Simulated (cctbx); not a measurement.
# Which space group?

Cell: a = 11.3730 Å, b = 11.3730 Å, c = 11.3730 Å, α = 90.00°, β = 90.00°, γ = 90.00°. Expected content of the cell: Y12 Rb12 P16.

Simulated single-crystal data (cctbx): Mo Kα, λ = 0.71073 Å, to d = 0.65 Å, 70 % of the full sphere, strongest reflection 70000 counts, noise from counting, a 4 % proportional error and a noise floor of 4 counts (s.d.); no absorption.

Tests on the unmerged data give:

```text
15728 reflections to d = 0.650 A
centring   violations  <I/sigma> of those
    A       3208 of  7904      6.7
    B       3204 of  7886      6.7
    C       3210 of  7878      6.7
    I          0 of  7805      0.0
    R       4050 of 10423      6.9
    F       4811 of 11834      6.7
Laue class    unique    Rint  (classes that these axes allow; Friedel mates merged)
I 1 2/m 1        2901   0.046
I 1 1 2/m        2904   0.046
I 2/m 1 1        2904   0.045
I m m m          1597   0.048
I 4/m            1478   0.048
I 4/m m m         848   0.050
I m -3            537   0.051
I m -3 m          317   0.051
space group    extra absences  I>4sigma  <I/sigma>
I 4 3 2                 0          0         -  acentric
I 41 3 2               17          0       0.2  acentric
I -4 3 m                0          0         -  acentric
I -4 3 d              664          0      -0.0  acentric
I m -3 m                0          0         -  centric
Wilson B = 1.94 A^2   <|E^2-1|> = 0.776 (0.968 centric, 0.736 acentric)   E^2>4: 3.1 %
shell (A)         n   <I/sigma>
 8.04 - 1.30     52     51.9
 1.30 - 1.03     39     59.4
 1.03 - 0.90     38     56.0
 0.90 - 0.82     35     53.1
 0.82 - 0.76     40     52.4
 0.76 - 0.72     37     39.6
 0.72 - 0.68     38     42.2
 0.68 - 0.65     38     34.2
```

**Question.** What are the lattice type, the Laue class and the likely space group?

The reflections that I centring forbids are absent (⟨I/σ⟩ near 0), so the lattice is I.

Rint stays low (0.045 to 0.051) up to I m -3 m, the highest class in these axes.

5 settings pass the absence test. The most absences obeyed, 664, belong to I -4 3 d alone.

⟨|E²−1|⟩ = 0.776 leans to a non-centrosymmetric structure. The Wilson B of 1.94 Å² means U ≈ 0.0246 Å².

The true group is I-43d (no. 220), Laue class m-3m, non-centrosymmetric. The tables fix it.

This is a model crystal, built by substitution and not relaxed, with assumed displacement parameters.

[Logs are printed without paths, hosts, clocks, repeated set-up lines and the standing remarks that a program may print on its own settings, such as how far it seeks lower states.]
